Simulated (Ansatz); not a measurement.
# Ba on Cu(111): change of the work function, part 5 of 5

How does Ba on the fcc site change the work function of Cu(111) as the layer fills?

Ansatz 0.2.0; plane-wave DFT, RPBE, Ansatz PAW (the session's first sound run).

So far, work function, upper face (eV): step 2 (the clean slab, RPBE) 4.67; step 4 (adsorbate added, k-mesh 7×7×1, coverage 0.25 ML, RPBE) 2.48; step 6 (the 0.25 ML cell at another level of theory, cutoff 420 eV, functional PBE) 2.55; step 7 (the 0.25 ML cell at another level of theory, cutoff 1251.72 eV, functional PBE, PBE norm-conserving) 2.55; step 8 (the 0.25 ML cell at another level of theory, cutoff 420 eV, functional revpbe) 2.48.

**10. Varying the input: crystal.symmetry = {"detect": false}**

This step: plane-wave DFT, RPBE, Ansatz PAW (Ansatz 0.2.0).

A run with a changed input: it repeats the earlier run at 0.25 ML with crystal.symmetry to detect: false; its output block differs too.

File input.yaml:

```yaml
crystal:
  lattice:
    - [5.1053109602, 1.0e-10, 0.0]
    - [2.5526554801, 4.4213289858, 0.0]
    - [0.0, 0.0, 27.6780876454]
  atoms:
    - { symbol: Cu, position: [0.0, 0.0, 0.3251669738] }
    - { symbol: Cu, position: [0.1666666667, 0.1666666667, 0.4004696645] }
    - { symbol: Cu, position: [0.3333333333, 0.3333333333, 0.4776000559] }
    - { symbol: Cu, position: [0.0, 0.0, 0.5544443697] }
    - { symbol: Cu, position: [0.0, 0.5, 0.3251669738] }
    - { symbol: Cu, position: [0.1666666667, 0.6666666667, 0.4004696645] }
    - { symbol: Cu, position: [0.3333333333, 0.8333333333, 0.4776000559] }
    - { symbol: Cu, position: [0.0, 0.5, 0.5544443697] }
    - { symbol: Cu, position: [0.5, 0.0, 0.3251669738] }
    - { symbol: Cu, position: [0.6666666667, 0.1666666667, 0.4004696645] }
    - { symbol: Cu, position: [0.8333333333, 0.3333333333, 0.4776000559] }
    - { symbol: Cu, position: [0.5, 0.0, 0.5544443697] }
    - { symbol: Cu, position: [0.5, 0.5, 0.3251669738] }
    - { symbol: Cu, position: [0.6666666667, 0.6666666667, 0.4004696645] }
    - { symbol: Cu, position: [0.8333333333, 0.8333333333, 0.4776000559] }
    - { symbol: Cu, position: [0.5, 0.5, 0.5544443697] }
    - { symbol: Ba, position: [0.1666666667, 0.1666666667, 0.6748330262] }
  symmetry: { detect: false }
kpoints:
  mp_grid: { grid: [7, 7, 1] }
hamiltonian:
  xc: rpbe
scf:
  occupations: { method: fermi_dirac, width: 0.1 }
  convergence: { dr2_threshold: 1.0e-08 }
efield:
  axis: 3
  dipole_correction: true
  ramp_position: 0.97
  ramp_width: 0.06
relax:
  f_tol: 0.02
  max_steps: 60
  constraints: [{ sites: [0, 1, 4, 5, 8, 9, 12, 13] }]
output:
  bader: true
  dos: { projected: true, e_range: [-8, 4] }
  write_potential: true
  write_density: true
  volumetric_format: npy
```

Command:

```sh
ansatz run input.yaml --threads 4 --pin off --max-ram 12288MiB --backend cpu --events-out ev --progress --plain --runs-dir out
```

Numbers of over 12 decimals in the logs are rounded to 6 here.

What it wrote:

```text
the start keeps a symmetry that the run doesn't impose, so 9 atoms are moved at random by 1.00e-2 Å, to let the relaxation leave a saddle point. relax.escape_saddle: false keeps them in place
[...]
Crystal: 17 atoms, lattice volume = 624.757 Å³
Basis set: ecut = 420 eV, 12303 PW (Γ), exchange–correlation on 72×72×384 points (8 copies of the dense FFT grid, shifted against one another)
Bands: 189, of which v1, the nominal top of the filled ones, is band 157 counted from 1 (156 counted from 0)
Symmetry: 1 space group operations
k-points: 25 of 49 (time reversal used)
[...]
SCF iter   1: F=—  HF=-112042.617705 eV  |F-HF|=—  |Δ(HF+E_count)|=         —  Δρ=5.45e-3  dr2=5.34e-1  ethr=1.77e-3  p=0.286 e·Å  D=8.27e-2 V/Å  ΔV_dip=-2.29 eV  dr2_dipole=3.26e-1  V_vac-E_F(+/−)=2.39/4.69 eV  ⟨swp⟩=9.1  Hψ=21439  notcnv=0  defer=303
[...]
SCF iter  14: F=-112042.610550 eV  HF=-112042.610550 eV  |F-HF|=2.97e-8  |Δ(HF+E_count)|=   3.67e-9  Δρ=8.78e-7  dr2=7.05e-9  ethr=3.18e-12  p=0.251 e·Å  D=7.28e-2 V/Å  ΔV_dip=-2.02 eV  dr2_dipole=4.42e-11  V_vac-E_F(+/−)=2.62/4.63 eV  ⟨swp⟩=16.0  Hψ=45034  notcnv=0
SCF 1 converged in 14 iterations: F = -112042.610550 eV  dr2 = 7.05e-9
[...]
relax step   1: F+E_penalty+E_count = -112042.61054981 eV  Δ(F+E_penalty+E_count) = +0.000e0 eV  max|allowed force component| = 7.521e-1 eV/Å  Δτ_max = 0.0000 Å  (14 SCF iters, accepted)
[...]
SCF iter  14: F=-112042.705815 eV  HF=-112042.705815 eV  |F-HF|=1.47e-9  |Δ(HF+E_count)|=   1.33e-8  Δρ=8.00e-7  dr2=3.59e-9  ethr=3.18e-12  p=0.251 e·Å  D=7.27e-2 V/Å  ΔV_dip=-2.01 eV  dr2_dipole=3.96e-10  V_vac-E_F(+/−)=2.61/4.63 eV  ⟨swp⟩=6.9  Hψ=32843  notcnv=0
SCF 2 converged in 14 iterations: F = -112042.705815 eV  dr2 = 3.59e-9
relax step   2: F+E_penalty+E_count = -112042.70581525 eV  Δ(F+E_penalty+E_count) = -9.527e-2 eV  max|allowed force component| = 6.882e-1 eV/Å  Δτ_max = 0.1267 Å  (14 SCF iters, accepted)
SCF iter   1: F=—  HF=-112042.855983 eV  |F-HF|=—  |Δ(HF+E_count)|=         —  Δρ=2.51e-3  dr2=1.10e-1  ethr=2.49e-4  p=0.251 e·Å  D=7.27e-2 V/Å  ΔV_dip=-2.01 eV  dr2_dipole=1.11e-6  V_vac-E_F(+/−)=2.61/4.62 eV  ⟨swp⟩=6.6  Hψ=13149  notcnv=0  defer=364
[...]
SCF iter  15: F=-112042.841462 eV  HF=-112042.841462 eV  |F-HF|=9.90e-9  |Δ(HF+E_count)|=   3.26e-8  Δρ=1.31e-6  dr2=9.28e-9  ethr=3.18e-12  p=0.253 e·Å  D=7.34e-2 V/Å  ΔV_dip=-2.03 eV  dr2_dipole=1.22e-9  V_vac-E_F(+/−)=2.59/4.62 eV  ⟨swp⟩=9.8  Hψ=33662  notcnv=0
SCF 3 converged in 15 iterations: F = -112042.841462 eV  dr2 = 9.28e-9
relax step   3: F+E_penalty+E_count = -112042.84146167 eV  Δ(F+E_penalty+E_count) = -1.356e-1 eV  max|allowed force component| = 4.523e-1 eV/Å  Δτ_max = 0.1990 Å  (15 SCF iters, accepted)
[...]
relax step   4: F+E_penalty+E_count = -112042.90563607 eV  Δ(F+E_penalty+E_count) = -6.417e-2 eV  max|allowed force component| = 1.081e-1 eV/Å  Δτ_max = 0.1997 Å  (16 SCF iters, accepted)
[...]
relax step   5: F+E_penalty+E_count = -112042.91825343 eV  Δ(F+E_penalty+E_count) = -1.262e-2 eV  max|allowed force component| = 2.105e-2 eV/Å  Δτ_max = 0.0733 Å  (14 SCF iters, accepted)
SCF iter   1: F=—  HF=-112042.918748 eV  |F-HF|=—  |Δ(HF+E_count)|=         —  Δρ=5.17e-4  dr2=9.99e-4  ethr=4.63e-6  p=0.265 e·Å  D=7.67e-2 V/Å  ΔV_dip=-2.12 eV  dr2_dipole=3.37e-5  V_vac-E_F(+/−)=2.49/4.62 eV  ⟨swp⟩=3.0  Hψ=9687  notcnv=0  defer=368
[...]
SCF iter  10: F=-112042.918483 eV  HF=-112042.918483 eV  |F-HF|=1.12e-8  |Δ(HF+E_count)|=   1.20e-8  Δρ=6.58e-7  dr2=3.48e-9  ethr=3.18e-12  p=0.266 e·Å  D=7.70e-2 V/Å  ΔV_dip=-2.13 eV  dr2_dipole=1.01e-10  V_vac-E_F(+/−)=2.48/4.62 eV  ⟨swp⟩=13.3  Hψ=38629  notcnv=0
SCF 6 converged in 10 iterations: F = -112042.918483 eV  dr2 = 3.48e-9
[...]
relax step   6: F+E_penalty+E_count = -112042.91848315 eV  Δ(F+E_penalty+E_count) = -2.297e-4 eV  max|allowed force component| = 2.927e-3 eV/Å  Δτ_max = 0.0154 Å  (10 SCF iters, accepted)
[...]
WARN: the relaxation ended near the 6 symmetry operations of its rattled start. A stable structure does so, and so can a saddle point along a move or strain that wasn't checked. `relax.random_displacement` or `relax.escape_saddle: true` tries the moves, and a distorted `crystal.lattice` a strain
SCF converged after 10 iterations
Free energy (F): -112042.918483 eV
[...]
Internal energy: -112042.692122 eV  (E = F + TS)
E sigma→0 (E₀):  -112042.805303 eV
Entropy (-TS):   -0.226361 eV (-13.315 meV/atom)
Fermi energy:    3.696660 eV
Dipole field:    D = 0.076985 V/Å  (p = 0.265801 e·Å, saw-weighted, corrected)
Work function:   Φ+ = 2.4850 eV   Φ− = 4.6158 eV
[...]
--- Forces (eV/Å), atoms counted from 1 ---
  atom   1  Cu     0.01063497     0.00612615    -0.15763264
  atom   2  Cu     0.00018503    -0.00029830     0.20131434
  atom   3  Cu     0.00056814     0.00014883    -0.00059636
  atom   4  Cu    -0.00168341    -0.00108680    -0.00011013
  atom   5  Cu     0.00000754    -0.01226207    -0.15759081
  atom   6  Cu     0.04240761    -0.02442344     0.15008968
  atom   7  Cu     0.00004243    -0.00047979    -0.00063451
  atom   8  Cu     0.00017173     0.00196407    -0.00011725
  atom   9  Cu    -0.01064872     0.00614291    -0.15772246
  atom  10  Cu    -0.00023330     0.04891673     0.14911797
  atom  11  Cu    -0.00052898     0.00016428    -0.00074269
  atom  12  Cu     0.00183367    -0.00093987     0.00014976
  atom  13  Cu     0.00001296    -0.00001331    -0.17806398
  atom  14  Cu    -0.04261360    -0.02427096     0.14938994
  atom  15  Cu     0.00003551     0.00021385     0.00248150
  atom  16  Cu    -0.00017888     0.00006689    -0.00225035
  atom  17  Ba    -0.00001007     0.00003132     0.00292729
  max |Σ_I F_I| component: 9.29e-6 eV/Å
--- Band table (eV; the first three rows and the last of 25) ---
  k-point 0: bands = [... 153 lower, 3.3384, 3.3589, 3.3598, 3.6687, 4.1017, 4.2660, 4.2666, 4.6457, ... 28 higher]
  k-point 1: bands = [... 153 lower, 3.1580, 3.1871, 3.4287, 3.4420, 3.8588, 4.0285, 4.0870, 4.2220, ... 28 higher]
  k-point 2: bands = [... 153 lower, 2.8144, 3.2262, 3.5037, 3.5160, 3.6887, 3.9425, 4.0007, 4.4583, ... 28 higher]
  k-point 24: bands = [... 153 lower, 2.5080, 2.6696, 2.9011, 3.7761, 4.0125, 4.0277, 4.3945, 4.5761, ... 28 higher]
--- Relaxed structure (6 steps of the walk, 6 accepted, 0 SCFs on fresh bases) ---
  F+E_penalty+E_count = -112042.91848315 eV   max|allowed force component| = 2.927e-3 eV/Å
  atoms:
    - { symbol: Cu, position: [0.0, 0.0, 0.325167] }
    - { symbol: Cu, position: [0.166667, 0.1666666667, 0.400470] }
    - { symbol: Cu, position: [0.334301, 0.334265, 0.477668] }
    - { symbol: Cu, position: [-0.00183372, -0.00176569, 0.553362] }
    - { symbol: Cu, position: [0.0, 0.500000, 0.325167] }
    - { symbol: Cu, position: [0.166667, 0.6666666667, 0.400470] }
    - { symbol: Cu, position: [0.334294, 0.831409, 0.477675] }
    - { symbol: Cu, position: [-0.00184533, 0.503600, 0.553329] }
    - { symbol: Cu, position: [0.500000, 0.0, 0.325167] }
    - { symbol: Cu, position: [0.666667, 0.1666666667, 0.400470] }
    - { symbol: Cu, position: [0.831401, 0.334280, 0.477654] }
    - { symbol: Cu, position: [0.503464, -0.0017451, 0.553427] }
    - { symbol: Cu, position: [0.5, 0.5, 0.325167] }
    - { symbol: Cu, position: [0.666667, 0.6666666667, 0.400470] }
    - { symbol: Cu, position: [0.833278, 0.833357, 0.475880] }
    - { symbol: Cu, position: [0.499944, 0.500020, 0.561114] }
    - { symbol: Ba, position: [0.164499, 0.168353, 0.653009] }
--- Bader charges: 17 sites ---
  site symbol  charge [e]  shift [e]
     0     Cu     -0.0185     0.0001
     1     Cu      0.0222     0.0002
     2     Cu      0.0088     0.0001
     3     Cu     -0.1961     0.0001
     4     Cu     -0.0185     0.0001
     5     Cu      0.0211     0.0002
     6     Cu      0.0088     0.0001
     7     Cu     -0.1960     0.0001
     8     Cu     -0.0184     0.0001
     9     Cu      0.0210     0.0002
    10     Cu      0.0087     0.0001
    11     Cu     -0.1961     0.0001
    12     Cu     -0.0189     0.0002
    13     Cu      0.0210     0.0002
    14     Cu     -0.0149     0.0001
    15     Cu     -0.2523     0.0001
    16     Ba      0.8184     0.0000
  estimated error of the sums over rays = 3.1e-4 e
```

Wall time 19 min (4 threads of Arm Neoverse V2, shared host); peak memory 4.2 GiB.

The steps of the relaxation:

| step | energy less that of the first step (eV) | largest force component (eV/Å) |
| --- | --- | --- |
| 1 | 0.0000 | 0.7521 |
| 2 | -0.0953 | 0.6882 |
| 3 | -0.2309 | 0.4523 |
| 4 | -0.2951 | 0.1081 |
| 5 | -0.3077 | 0.0211 |
| 6 | -0.3079 | 0.0029 |

The atoms that moved most (Å):

| atom | dx | dy | dz | length |
| --- | --- | --- | --- | --- |
| Ba17 | -0.007 | 0.007 | -0.604 | 0.604 |
| Cu16 | 0.000 | 0.000 | 0.185 | 0.185 |
| Cu15 | 0.000 | 0.000 | -0.048 | 0.048 |
| Cu8 | 0.000 | 0.016 | -0.031 | 0.035 |
| Cu4 | -0.014 | -0.008 | -0.030 | 0.034 |
| Cu12 | 0.013 | -0.008 | -0.028 | 0.032 |
| Cu7 | 0.000 | -0.009 | 0.002 | 0.009 |
| Cu11 | -0.007 | 0.004 | 0.001 | 0.009 |

Final coordinates:

```xyz
17
Lattice="5.1053 0.0000 0.0000 2.5527 4.4213 0.0000 0.0000 0.0000 27.6781" Properties=species:S:1:pos:R:3
Cu    0.0000    0.0000    9.0000
Cu    1.2763    0.7369   11.0842
Cu    2.5600    1.4779   13.2209
Cu   -0.0139   -0.0078   15.3160
Cu    1.2763    2.2107    9.0000
Cu    2.5527    2.9476   11.0842
Cu    3.8290    3.6759   13.2211
Cu    1.2761    2.2266   15.3151
Cu    2.5527    0.0000    9.0000
Cu    3.8290    0.7369   11.0842
Cu    5.0979    1.4780   13.2205
Cu    2.5659   -0.0077   15.3178
Cu    3.8290    2.2107    9.0000
Cu    5.1053    2.9476   11.0842
Cu    6.3814    3.6845   13.1714
Cu    3.8287    2.2108   15.5305
Ba    1.2696    0.7443   18.0740
```

Numbers from this step:

| Property | Result |
| --- | --- |
| energy at zero smearing | -112042.8053 eV |
| work function, upper face | 2.485 eV |
| work function, lower face | 4.616 eV |
| dipole along the normal | 0.2658 e·Å |
| step between the vacuum levels | -2.131 eV |

The density of states has structure finer than the step of the table below, so its rows give means over 0.5 eV, whole bins alone (the curve runs from -8 to 1.98 eV). Peaks (eV: height): -2.95: 82.6, -2.71: 98.7, -2.38: 87.4, -2.02: 93.3, -1.80: 89.0, -1.62: 105, -1.56: 78.8.

Density of states against energy, zero at the Fermi level; means over each step:

| energy (eV) | density of states (states/eV a cell) |
| --- | --- |
| -7.5 | 1.88 |
| -7.0 | 2.27 |
| -6.5 | 1.95 |
| -6.0 | 3.94 |
| -5.5 | 3.28 |
| -5.0 | 8.83 |
| -4.5 | 18.7 |
| -4.0 | 31.5 |
| -3.5 | 36.3 |
| -3.0 | 63.0 |
| -2.5 | 57.6 |
| -2.0 | 65.6 |
| -1.5 | 41.3 |
| -1.0 | 5.99 |
| -0.5 | 7.75 |
| 0.0 | 6.48 |
| 0.5 | 8.08 |
| 1.0 | 8.75 |
| 1.5 | 5.72 |

Projected DOS per atom over height of the atomic layer and energy from the Fermi level. Layers: Cu4 Cu4 Cu4 Cu4 Ba from below.

Ten even steps from '_' (0.00 states/eV) to '@' (5.09 states/eV), each cell a mean:
```
__________
__________
__________
________..
________..
________..
__________
==----::__
@@%%%%%%__
##++**##__
@@##**@@__
==++****__
--======__
::====::__
..::::..__
__....____
__________
__________
__________
__________
__________
__________
```
Columns: height of the atomic layer (Å) from 9 to 18.1 (not evenly spaced); rows upwards: energy from the Fermi level (eV) from -7.96 to 1.95.

| quantity | this run | earlier run | difference |
| --- | --- | --- | --- |
| work function, upper face (eV) | 2.485 | 2.483 | 0.0020 |
| work function, lower face (eV) | 4.616 | 4.616 | -1.1e-4 |
| dipole along the normal (e·Å) | 0.2658 | 0.2661 | -2.6e-4 |

Nothing in the table moves by 0.01 in its unit (for the dipole 0.5 % and 5e-5 e·Å). The run took 83 SCF cycles against 84.

**11. Varying the input**

System of this step: Cu(111). The cell holds 4 atoms: 4 Cu. Its edges and angles: a = 2.553 Å, b = 2.553 Å, c = 24.253 Å, α = 90.0°, β = 90.0°, γ = 60.0°. Vacuum lies along c.

An input spoilt on purpose, to show how the run answers: it repeats the earlier run at 0 ML with scf.occupations from method: fermi_dirac, width: 0.1 to method: gaussian, width: 1.0, and scf.max_iter set to 60.

File input.yaml:

```yaml
crystal:
  lattice:
    - [2.5526554801, 0.0, 0.0]
    - [1.27632774, 2.2106644929, 0.0]
    - [0.0, 0.0, 24.2527034153]
  atoms:
    - { symbol: Cu, position: [0.0, 0.0, 0.3710926508] }
    - { symbol: Cu, position: [0.3333333333, 0.3333333333, 0.4570308836] }
    - { symbol: Cu, position: [0.6666666667, 0.6666666667, 0.5429691164] }
    - { symbol: Cu, position: [0.0, 0.0, 0.6289073492] }
kpoints:
  mp_grid: { grid: [13, 13, 1] }
hamiltonian:
  xc: rpbe
scf:
  occupations: { method: gaussian, width: 1.0 }
  convergence: { dr2_threshold: 1.0e-08 }
  max_iter: 60
efield:
  axis: 3
  dipole_correction: true
  ramp_position: 0.97
  ramp_width: 0.06
relax:
  f_tol: 0.02
  max_steps: 60
  constraints: [{ sites: [0, 1] }]
output:
  write_potential: true
  write_density: true
  volumetric_format: npy
```

What it wrote:

```text
[...]
band count auto-derived: 51 (N_el = 76.0; filled up to band 38; 46 by the electrons, moments and atoms)
[...]
Crystal: 4 atoms, lattice volume = 136.860 Å³
Basis set: ecut = 420 eV, 2739 PW (Γ), exchange–correlation on 36×36×360 points (8 copies of the dense FFT grid, shifted against one another)
Bands: 51, of which v1, the nominal top of the filled ones, is band 38 counted from 1 (37 counted from 0)
Symmetry: 6 space group operations
k-points: 21 of 169 (time reversal used)
[...]
SCF iter   1: F=—  HF=-26520.997866 eV  |F-HF|=—  |Δ(HF+E_count)|=         —  Δρ=1.79e-3  dr2=2.51e-2  ethr=1.77e-3  p=0.000 e·Å  D=5.28e-14 V/Å  ΔV_dip=-0.00 eV  dr2_dipole=6.78e-8  V_vac-E_F(+/−)=4.55/4.55 eV  ⟨swp⟩=9.8  Hψ=4980  notcnv=0
[...]
SCF iter   9: F=-26520.998281 eV  HF=-26520.998281 eV  |F-HF|=3.25e-9  |Δ(HF+E_count)|=   1.04e-7  Δρ=2.03e-6  dr2=3.59e-9  ethr=1.32e-11  p=-0.000 e·Å  D=-3.51e-7 V/Å  ΔV_dip=0.00 eV  dr2_dipole=2.77e-11  V_vac-E_F(+/−)=4.71/4.71 eV  ⟨swp⟩=9.3  Hψ=6805  notcnv=0
SCF 1 converged in 9 iterations: F = -26520.998281 eV  dr2 = 3.59e-9
[...]
relax step   1: F+E_penalty+E_count = -26520.99828121 eV  Δ(F+E_penalty+E_count) = +0.000e0 eV  max|allowed force component| = 2.208e-1 eV/Å  Δτ_max = 0.0000 Å  (9 SCF iters, accepted)
[...]
SCF iter  10: F=-26521.006564 eV  HF=-26521.006564 eV  |F-HF|=1.38e-9  |Δ(HF+E_count)|=   2.86e-8  Δρ=2.76e-6  dr2=8.82e-9  ethr=1.32e-11  p=-0.000 e·Å  D=-3.33e-4 V/Å  ΔV_dip=0.01 eV  dr2_dipole=1.08e-9  V_vac-E_F(+/−)=4.72/4.71 eV  ⟨swp⟩=9.1  Hψ=6664  notcnv=0
SCF 2 converged in 10 iterations: F = -26521.006564 eV  dr2 = 8.82e-9
[...]
relax step   2: F+E_penalty+E_count = -26521.00656420 eV  Δ(F+E_penalty+E_count) = -8.283e-3 eV  max|allowed force component| = 1.317e-1 eV/Å  Δτ_max = 0.0460 Å  (10 SCF iters, accepted)
SCF iter   1: F=—  HF=-26521.018475 eV  |F-HF|=—  |Δ(HF+E_count)|=         —  Δρ=4.83e-3  dr2=1.57e-2  ethr=2.13e-4  p=-0.000 e·Å  D=-3.33e-4 V/Å  ΔV_dip=0.01 eV  dr2_dipole=3.27e-4  V_vac-E_F(+/−)=4.71/4.71 eV  ⟨swp⟩=4.6  Hψ=2423  notcnv=0
[...]
SCF iter  10: F=-26521.011217 eV  HF=-26521.011217 eV  |F-HF|=9.39e-8  |Δ(HF+E_count)|=   5.18e-8  Δρ=2.78e-6  dr2=8.67e-9  ethr=1.32e-11  p=-0.001 e·Å  D=-8.30e-4 V/Å  ΔV_dip=0.02 eV  dr2_dipole=7.78e-10  V_vac-E_F(+/−)=4.73/4.71 eV  ⟨swp⟩=8.1  Hψ=7312  notcnv=0
SCF 3 converged in 10 iterations: F = -26521.011217 eV  dr2 = 8.67e-9
relax step   3: F+E_penalty+E_count = -26521.01121715 eV  Δ(F+E_penalty+E_count) = -4.653e-3 eV  max|allowed force component| = 9.034e-3 eV/Å  Δτ_max = 0.0672 Å  (10 SCF iters, accepted)
[...]
SCF converged after 10 iterations
Free energy (F): -26521.011217 eV
[...]
Internal energy: -26520.199766 eV  (E = F + TS)
E sigma→0 (E₀):  -26520.605492 eV
Entropy (-TS):   -0.811451 eV (-202.863 meV/atom)
Fermi energy:    2.815472 eV
Dipole field:    D = -0.000875 V/Å  (p = -0.000662 e·Å, saw-weighted, corrected)
Work function:   Φ+ = 4.7310 eV   Φ− = 4.7098 eV
[...]
--- Forces (eV/Å), atoms counted from 1 ---
  atom   1  Cu    -0.00000000    -0.00000000    -0.21043923
  atom   2  Cu     0.00000000     0.00000000     0.20244374
  atom   3  Cu     0.00000000     0.00000000    -0.00104362
  atom   4  Cu    -0.00000000    -0.00000000     0.00903432
  max |Σ_I F_I| component: 4.79e-6 eV/Å
--- Band table (eV; the first three rows and the last of 21) ---
  k-point 0: bands = [... 34 lower, 0.7534, 1.0429, 1.0429, 1.1496, 1.1496, 1.5661, 2.5101, 6.8517, ... 9 higher]
  k-point 1: bands = [... 34 lower, 0.7565, 0.8486, 0.9878, 1.0398, 1.1510, 1.9265, 2.9743, 7.0036, ... 9 higher]
  k-point 2: bands = [... 34 lower, 0.6943, 0.7478, 1.0303, 1.1541, 1.1863, 2.5578, 3.9614, 7.4600, ... 9 higher]
  k-point 20: bands = [... 34 lower, 1.0768, 1.1240, 5.0355, 5.9149, 6.9867, 7.3622, 7.5026, 8.3927, ... 9 higher]
--- Relaxed structure (3 steps of the walk, 3 accepted, 0 SCFs on fresh bases) ---
  F+E_penalty+E_count = -26521.01121715 eV   max|allowed force component| = 9.034e-3 eV/Å
  atoms:
    - { symbol: Cu, position: [0.0, 0.0, 0.3710926508] }
    - { symbol: Cu, position: [0.333333, 0.333333, 0.4570308836] }
    - { symbol: Cu, position: [0.666667, 0.666667, 0.545286] }
    - { symbol: Cu, position: [4.9219051010477824e-18, 0, 0.633573] }
```

Run time: 13 s. Hardware: 4 threads; peak memory 0.48 GiB; 51 s of CPU time.

| quantity | this run | earlier run | difference |
| --- | --- | --- | --- |
| work function, upper face (eV) | 4.731 | 4.669 | 0.062 |
| work function, lower face (eV) | 4.710 | 4.649 | 0.061 |
| dipole along the normal (e·Å) | -6.62e-4 | -6.40e-4 | -2.2e-5 |

What moves beyond 0.01 in its unit (for the dipole 0.5 % and 5e-5 e·Å): work function, upper face (+0.0619 eV) and work function, lower face (+0.0612 eV).

The fault (a smearing of electronvolts) shows in the results, which are not taken further.

**12. What came out**

```
work function of the clean face                        : 4.67 eV
work function at 0.11 ML                               : 1.65 eV
work function at 0.25 ML                               : 2.48 eV
dipole per adsorbate at 0.11 ML, positive end outwards : 4.11 D
```

What this shows: Ba lowers the work function of Cu(111) at the lowest coverage, by 3.02 eV: the adsorbate layer has its positive end outwards. The slab has 4 layers, at the tabulated experimental lattice constant, one starting site was run, and quantum-size effects of a slab this thin can reach one or two tenths of an eV.

[Logs are printed without paths, hosts, clocks, repeated set-up lines and the standing remarks that a program may print on its own settings, such as how far it seeks lower states.]

[Hosts, paths, dates, database ids (printed as entryN), source tags and the programs' standing remarks are cut or masked in the printed files.]

[Maps of the electrostatic potential energy from Ansatz leave out the sawtooth potential of an applied field or a dipole correction, so their vacuum need not be flat; planar profiles and work functions include it.]

[The density of states shown here was stored with 400 of the rows of the run's finer table, so its peaks can read low, often by over a quarter, or be missed, and its means over a window can be off by a tenth or more.]
